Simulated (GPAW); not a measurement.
# Ballistic transport through a Re chain with two Cu atoms in line, cheap and dear

Aim: T(E), conductance and thermopower of a Re chain with two Cu atoms in line, and what cheaper settings cost in accuracy.

Calculated with GPAW 26.7.0; GPAW LCAO, PAW setups; Landauer transmission from Green's functions with principal layers (ASE), zero bias.

Report form: the programs' logs are mostly left out.

## Step 1: Set-up

The cell holds 16 atoms: 14 Re and 2 Cu. Its edges and angles: a = 9.000 Å, b = 9.000 Å, c = 36.100 Å, α = 90.0°, β = 90.0°, γ = 90.0°. Regions: left lead, 7 atoms (7 Re); channel, 2 atoms (2 Cu); right lead, 7 atoms (7 Re). Vacuum lies along a and b. The structure is stacked along c, and the current runs across the ab planes.

## Step 2: Double-zeta polarised basis

Localised orbitals split the wire into layers that couple to their neighbours alone, which is what the Green's function method needs; double zeta with polarisation is the usual level for numbers.

Input file run.py:

```python
import json
import numpy as np
from ase import Atoms
from ase.transport.calculators import TransportCalculator
from gpaw import GPAW, FermiDirac
from gpaw.lcao.tools import get_lcao_hamiltonian
from scipy.linalg import eigh

# The junction with lead layers at both ends, along the third cell vector
device = Atoms(
    ['Re', 'Re', 'Re', 'Re', 'Re', 'Re', 'Re', 'Cu', 'Cu', 'Re', 'Re', 'Re', 'Re', 'Re', 'Re', 'Re'],
    positions=[
        [4.50000, 4.50000, 1.12500],
        [4.50000, 4.50000, 3.37500],
        [4.50000, 4.50000, 5.62500],
        [4.50000, 4.50000, 7.87500],
        [4.50000, 4.50000, 10.12500],
        [4.50000, 4.50000, 12.37500],
        [4.50000, 4.50000, 14.62500],
        [4.50000, 4.50000, 16.90000],
        [4.50000, 4.50000, 19.20000],
        [4.50000, 4.50000, 21.47500],
        [4.50000, 4.50000, 23.72500],
        [4.50000, 4.50000, 25.97500],
        [4.50000, 4.50000, 28.22500],
        [4.50000, 4.50000, 30.47500],
        [4.50000, 4.50000, 32.72500],
        [4.50000, 4.50000, 34.97500]],
    cell=[[9.0, 0.0, 0.0], [0.0, 9.0, 0.0], [0.0, 0.0, 36.1]],
    pbc=True)

# One principal layer of the lead: the first 5 atoms of the device
lead = Atoms(
    ['Re', 'Re', 'Re', 'Re', 'Re'],
    positions=[
        [4.50000, 4.50000, 1.12500],
        [4.50000, 4.50000, 3.37500],
        [4.50000, 4.50000, 5.62500],
        [4.50000, 4.50000, 7.87500],
        [4.50000, 4.50000, 10.12500]],
    cell=[[9.0, 0.0, 0.0], [0.0, 9.0, 0.0], [0.0, 0.0, 11.25]],
    pbc=True)

settings = dict(mode='lcao', basis='dzp', xc='PBE', h=0.2,
                occupations=FermiDirac(0.1), maxiter=250,
                mixer=dict(beta=0.1, nmaxold=8, weight=100.0),
                convergence=dict(density=0.0001))
energies = np.arange(-3, 3 + 1e-9, 0.075)
eta = 0.0001
n1, n2 = 1, 1
# k and -k transmit alike, so half of the mesh across the current serves
mesh = [(i, j) for i in range(n1) for j in range(n2) if (i, j) <= (-i % n1, -j % n2)]
weights = np.array([1 if (i, j) == (-i % n1, -j % n2) else 2 for i, j in mesh]) / (n1 * n2)

# [... helper functions left out ...]
fermi_lead = ground_state(lead, (1, 1, 10), 'lead.txt')
fermi_device = ground_state(device, (1, 1, 2), 'device.txt')
# [... loop over the mesh left out, but for ...]
        # Shift the lead onto the potential of the device's first layer
        shift = ((H[:, 0, 0] - H0[:, 0, 0]) / S0[0, 0]).real.mean()
# [...]
kT = 8.617333e-5 * 500
bias = [0.1, 0.2, 0.5, 1.0, 1.5, 2.0]
# [... integrals and printing left out ...]
```

Command:

```
$ OMP_NUM_THREADS=1 OPENBLAS_NUM_THREADS=1 python run.py
```

The job ended after 3.2 min (1 thread of Intel Xeon Platinum 8488C (Sapphire Rapids), shared host; peak memory 1.4 GiB).

This step gave:

```yaml
conductance: 1.062 G₀
largest_coupling_past_the_next_principal_layer: 1.50e-6 eV
largest_misfit_of_the_first_principal_layer: 0.2238 eV
shift_that_aligns_the_lead: 0.01999 eV
basis_functions_of_the_junction: 408
basis_functions_of_a_principal_layer: 135
transmission_at_the_fermi_level_one_spin: 1.062
```

One spin. Table of transmission, zone mean by energy, zero at the Fermi level:

energy (eV), transmission, zone mean and a bar from the least value:
```
    -3.00       2.51 ######################
    -2.85       2.97 ############################
    -2.70       2.95 ############################
    -2.55       2.96 ############################
    -2.33       3.12 ##############################
    -2.17       2.88 ###########################
    -2.02       2.35 ###################
    -1.88       1.83 ############
    -1.73       1.48 #######
    -1.57       1.30 #####
    -1.35       1.17 ###
    -1.20       1.13 ##
    -1.05       1.10 ##
    -0.90       1.08 ##
    -0.75       1.08 ##
    -0.60       1.07 ##
    -0.38       1.07 ##
    -0.23       1.07 ##
    -0.07       1.06 #
     0.00       1.06 #
     0.07       1.06 #
     0.23       1.05 #
     0.38       1.05 #
     0.60       1.04 #
     0.75       1.03 #
     0.90       1.03 #
     1.05       1.02 #
     1.20       1.02 #
     1.35       1.01 #
     1.57       1.01 #
     1.73       1.00 #
     1.88       0.99 
     2.02       0.96 
     2.17       0.96 
     2.33       0.96 
     2.55       0.97 
     2.70       0.97 
     2.85       0.96 
     3.00       0.96
```

Not self-consistent under bias; the bias window is split evenly. The current through one cell, from the zero-bias transmission by bias:

```
bias (V)  current through one cell, from the zero-bias transmission (μA)
   0.100                                                            8.23
   0.200                                                            16.5
   0.500                                                            41.1
   1.000                                                            82.1
   1.500                                                             123
   2.000                                                             164
```

Transmission of the three most open eigenchannels against energy, zero at the Fermi level:

```csv
energy (eV),channel 1,channel 2,channel 3
-3.00,0.984,0.761,0.761
-2.77,0.995,0.995,0.988
-2.55,0.992,0.984,0.984
-2.40,0.993,0.993,0.992
-2.17,0.981,0.697,0.697
-1.95,0.937,0.509,0.319
-1.73,0.912,0.247,0.159
-1.57,0.935,0.140,0.112
-1.35,0.963,0.0750,0.0750
-1.12,0.971,0.0558,0.0558
-0.90,0.977,0.0444,0.0444
-0.75,0.984,0.0395,0.0395
-0.53,0.994,0.0348,0.0348
-0.30,0.999,0.0324,0.0324
-0.07,0.998,0.0311,0.0311
0.00,0.997,0.0307,0.0307
0.07,0.996,0.0302,0.0302
0.30,0.992,0.0281,0.0281
0.53,0.990,0.0253,0.0253
0.75,0.988,0.0228,0.0228
0.90,0.986,0.0219,0.0219
1.12,0.978,0.0224,0.0224
1.35,0.962,0.0259,0.0259
1.57,0.943,0.0324,0.0324
1.73,0.928,0.0361,0.0361
1.95,0.943,0.0275,0.0275
2.17,0.960,2.9e-10,2.9e-10
2.40,0.965,2.8e-11,0
2.55,0.966,2.2e-11,0
2.77,0.965,1.3e-11,0
3.00,0.964,6.1e-12,0
```

Couplings past the next layer reach 1.5e-6 eV, small enough to drop; the matrix elements of the cell's first layer differ from the bulk lead's by up to 0.22 eV. That layer keeps its own values in the calculation, and only beyond it is the lead taken as perfect. The Fermi levels of lead and junction count from different zeros of potential, one for each periodic cell; with both set to zero, the small remaining shift is what aligns them. Without spin-orbit coupling, which is large for these atoms, channel counts and T are those of the scalar-relativistic bands. By hand: G = 1.062 × 77.48 μS = 82.3 μS, a resistance of 12.2 kΩ; at 0.1 V a linear junction would pass 8.23 μA, and the integral over the bias window gives 8.23 μA.

## Step 3: Single-zeta polarised basis

One radial function a shell plus polarisation makes the matrices smaller; the question is what that costs.

Edit run.py of step 2 so:

```diff
@@ -43,3 +43,3 @@
 
-settings = dict(mode='lcao', basis='dzp', xc='PBE', h=0.2,
+settings = dict(mode='lcao', basis='szp(dzp)', xc='PBE', h=0.2,
                 occupations=FermiDirac(0.1), maxiter=250,
```

The job ended after 2.2 min (1 thread; peak memory 1.3 GiB).

Numbers from this step:

| Property | Result |
| --- | --- |
| conductance | 1.050 G₀ |
| largest misfit of the first principal layer | 0.2329 eV |
| shift that aligns the lead | 0.01505 eV |
| basis functions of the junction | 228 |
| basis functions of a principal layer | 75 |
| transmission at the Fermi level (one spin) | 1.050 |

One spin. The transmission, zone mean by energy, zero at the Fermi level:

energy (eV), transmission, zone mean and a bar from the least value:
```
    -3.00       2.88 ############################
    -2.77       2.95 #############################
    -2.55       2.99 ##############################
    -2.40       2.96 ##############################
    -2.17       2.50 #######################
    -1.95       1.74 ###########
    -1.73       1.31 #####
    -1.57       1.21 ###
    -1.35       1.13 ##
    -1.12       1.08 #
    -0.90       1.06 #
    -0.75       1.06 #
    -0.53       1.06 #
    -0.30       1.06 #
    -0.07       1.05 #
     0.00       1.05 #
     0.07       1.05 #
     0.30       1.04 #
     0.53       1.04 #
     0.75       1.03 #
     0.90       1.03 #
     1.12       1.02 
     1.35       1.02 
     1.57       1.01 
     1.73       1.01 
     1.95       0.99 
     2.17       0.99 
     2.40       0.99 
     2.55       1.00 
     2.77       1.00 
     3.00       1.00
```

Not self-consistent under bias; the bias window is split evenly. Table of current through one cell, from the zero-bias transmission by bias:

```csv
bias (V),"current through one cell, from the zero-bias transmission (μA)"
0.100,8.14
0.200,16.3
0.500,40.7
1.000,81.3
1.500,122
2.000,162
```

Table of transmission of the three most open eigenchannels by energy, zero at the Fermi level:

| energy (eV) | channel 1 | channel 2 | channel 3 |
| --- | --- | --- | --- |
| -3.0000 | 0.987 | 0.949 | 0.949 |
| -2.7750 | 0.990 | 0.981 | 0.981 |
| -2.4750 | 0.999 | 0.990 | 0.990 |
| -2.2500 | 0.977 | 0.671 | 0.671 |
| -2.0250 | 0.936 | 0.464 | 0.295 |
| -1.7250 | 0.910 | 0.166 | 0.118 |
| -1.5000 | 0.954 | 0.0743 | 0.0743 |
| -1.2750 | 0.970 | 0.0529 | 0.0529 |
| -0.9750 | 0.977 | 0.0376 | 0.0376 |
| -0.7500 | 0.987 | 0.0313 | 0.0313 |
| -0.5250 | 0.996 | 0.0277 | 0.0277 |
| -0.2250 | 0.999 | 0.0258 | 0.0258 |
| 0.0000 | 0.997 | 0.0251 | 0.0251 |
| 0.2250 | 0.994 | 0.0238 | 0.0238 |
| 0.5250 | 0.993 | 0.0207 | 0.0207 |
| 0.7500 | 0.993 | 0.0186 | 0.0186 |
| 0.9750 | 0.991 | 0.0177 | 0.0177 |
| 1.2750 | 0.980 | 0.0197 | 0.0197 |
| 1.5000 | 0.968 | 0.0236 | 0.0236 |
| 1.7250 | 0.955 | 0.0253 | 0.0253 |
| 2.0250 | 0.983 | 7.3e-10 | 7.3e-10 |
| 2.2500 | 0.992 | 1.6e-12 | 1.6e-12 |
| 2.4750 | 0.995 | 2.4e-12 | 0 |
| 2.7750 | 0.997 | 5.4e-12 | 0 |
| 3.0000 | 0.998 | 9.0e-12 | 0 |

The conductance, 1.05 G₀, lies 1.1 % below that of the dzp run.

## Step 4: Minimal basis

The minimal basis is the cheapest rung: no second zeta and no polarisation.

Edit run.py of step 3 so:

```diff
@@ -43,3 +43,3 @@
 
-settings = dict(mode='lcao', basis='szp(dzp)', xc='PBE', h=0.2,
+settings = dict(mode='lcao', basis='sz(dzp)', xc='PBE', h=0.2,
                 occupations=FermiDirac(0.1), maxiter=250,
```

The job ended after 1.7 min (1 thread; peak memory 1.3 GiB).

This step gave:

```
conductance                                    : 1.020 G₀
largest coupling past the next principal layer : 1.49e-6 eV
largest misfit of the first principal layer    : 0.1928 eV
shift that aligns the lead                     : 0.01656 eV
basis functions of the junction                : 180
basis functions of a principal layer           : 60
transmission at the Fermi level (one spin)     : 1.021
```

The conductance, 1.02 G₀, lies 3.9 % below that of the dzp run.

## Step 5: LDA in the dzp basis: xc = "LDA"

Back in the dzp basis, the functional changes from PBE to LDA, to set the spread between functionals beside that between bases.

Edit run.py of step 4 so:

```diff
@@ -43,3 +43,3 @@
 
-settings = dict(mode='lcao', basis='sz(dzp)', xc='PBE', h=0.2,
+settings = dict(mode='lcao', basis='dzp', xc='LDA', h=0.2,
                 occupations=FermiDirac(0.1), maxiter=250,
```

The job ended after 2.9 min (1 thread; peak memory 1.4 GiB).

This step gave:

- conductance: 1.060 G₀
- largest coupling past the next principal layer: 1.62e-6 eV
- largest misfit of the first principal layer: 0.2041 eV
- shift that aligns the lead: 0.01475 eV
- basis functions of the junction: 408
- basis functions of a principal layer: 135
- transmission at the Fermi level (one spin): 1.061

One spin. Table of transmission, zone mean by energy, zero at the Fermi level:

```
energy (eV)  transmission, zone mean
      -3.00                     2.72
      -2.85                     2.98
      -2.70                     2.94
      -2.55                     2.97
      -2.33                     3.06
      -2.17                     2.80
      -2.02                     2.23
      -1.88                     1.75
      -1.73                     1.43
      -1.57                     1.27
      -1.35                     1.16
      -1.20                     1.12
      -1.05                     1.09
      -0.90                     1.08
      -0.75                     1.07
      -0.60                     1.07
      -0.38                     1.07
      -0.23                     1.07
      -0.07                     1.06
       0.00                     1.06
       0.07                     1.06
       0.23                     1.05
       0.38                     1.04
       0.60                     1.04
       0.75                     1.03
       0.90                     1.02
       1.05                     1.02
       1.20                     1.01
       1.35                     1.00
       1.57                    0.996
       1.73                    0.988
       1.88                    0.999
       2.02                    0.990
       2.17                    0.958
       2.33                    0.962
       2.55                    0.963
       2.70                    0.962
       2.85                    0.961
       3.00                    0.960
```

The conductance equals that of the dzp run to 0.2 %.

## Step 6: The ladder

Times are for 1 thread of Intel Xeon Platinum 8488C (Sapphire Rapids), shared host. Results by setting:

| no. | run | conductance (G₀) | time | memory (GiB) |
| --- | --- | --- | --- | --- |
| 1 | dzp | 1.062 | 3.2 min | 1.4 |
| 2 | szp | 1.050 | 2.2 min | 1.3 |
| 3 | sz | 1.020 | 1.7 min | 1.3 |
| 4 | dzp LDA | 1.060 | 2.9 min | 1.4 |

## Step 7: Comparison

The curves are compared point by point over the common energies.

This step: comparison of transmission and cost over codes and levels (GPAW 26.7.0).

Ladder, by row:

```csv
step,code,T at the Fermi level (sum over the listed spins),conductance (G0),r.m.s. T(E) from the first,wall time (s),peak memory (GiB),threads
dzp,GPAW,1.062,1.062,0,194.6,1.38,1
szp,GPAW,1.05,1.05,0.1148,130.2,1.34,1
sz,GPAW,1.021,1.02,0.2225,102.8,1.28,1
dzp-LDA,GPAW,1.061,1.06,0.04161,173.3,1.38,1
```

Transmission, zone mean, sum over the listed spins against energy, zero at the Fermi level:

```
energy (eV)    dzp    szp     sz  dzp-LDA
    -3.0000   2.51   2.88   2.94     2.72
    -2.7750   2.98   2.95   2.94     2.96
    -2.6250   2.94   2.97   2.99     2.94
    -2.5500   2.96   2.99   2.92     2.97
    -2.4750   2.99   2.98   2.37     2.99
    -2.4000   2.99   2.96   2.95     3.01
    -2.3250   3.12   2.89   2.71     3.06
    -2.2500   3.06   2.74   2.43     2.96
    -2.0250   2.35   1.99   1.62     2.23
    -1.7250   1.48   1.31   1.18     1.43
    -1.5000   1.25   1.17   1.09     1.22
    -1.2750   1.15   1.11   1.05     1.14
    -0.9750   1.09   1.07   1.02     1.08
    -0.7500   1.08   1.06   1.02     1.07
    -0.5250   1.07   1.06   1.02     1.07
    -0.2250   1.07   1.05   1.02     1.07
     0.0000   1.06   1.05   1.02     1.06
     0.2250   1.05   1.04   1.02     1.05
     0.5250   1.04   1.04   1.01     1.04
     0.7500   1.03   1.03   1.01     1.03
     0.9750   1.03   1.03   1.01     1.02
     1.2750   1.02   1.02   1.01     1.01
     1.5000   1.01   1.02   1.01    0.998
     1.7250  1.000   1.01   1.01    0.988
     2.0250  0.959  0.983  0.974    0.990
     2.2500  0.962  0.992  0.948    0.960
     2.4750  0.965  0.995  0.923    0.963
     2.7750  0.965  0.997  0.892    0.962
     3.0000  0.964  0.998  0.869    0.960
```

## Step 8: Density threshold 0.01

The Hamiltonian is taken from the last density. The density threshold is one of the tests that end the cycle; the energy must settle too, so a loose value may not be the test that decides.

This step: GPAW LCAO, PAW setups; Landauer transmission from Green's functions with principal layers (ASE), zero bias (GPAW 26.7.0).

Edit run.py of step 5 so:

```diff
@@ -43,6 +43,6 @@
 
-settings = dict(mode='lcao', basis='dzp', xc='LDA', h=0.2,
+settings = dict(mode='lcao', basis='dzp', xc='PBE', h=0.2,
                 occupations=FermiDirac(0.1), maxiter=250,
                 mixer=dict(beta=0.1, nmaxold=8, weight=100.0),
-                convergence=dict(density=0.0001))
+                convergence=dict(density=0.01))
 energies = np.arange(-3, 3 + 1e-9, 0.075)
```

The job ended after 1.8 min (1 thread; peak memory 1.4 GiB).

The run finished with changed settings (conv = 0.01); it serves as a test.

The two runs compared:

```
                                           quantity  this run  sound run  difference
                                   conductance (G₀)    1.0639     1.0617     0.00226
largest coupling past the next principal layer (eV)  1.496e-6   1.496e-6    -2.6e-10
   largest misfit of the first principal layer (eV)   0.15961    0.22379     -0.0642
                    shift that aligns the lead (eV)  0.049586   0.019992      0.0296
         transmission at the Fermi level (one spin)    1.0644     1.0619     0.00252
```

The two runs differ clearly in the largest misfit of the first principal layer: 0.160 eV against 0.224 eV.

(Continued in part 2 of 2.)

[Logs are printed without paths, hosts, clocks, repeated set-up lines and the standing remarks that a program may print on its own settings, such as how far it seeks lower states.]

[Hosts, paths, dates, database ids (printed as entryN), source tags and the programs' standing remarks are cut or masked in the printed files.]
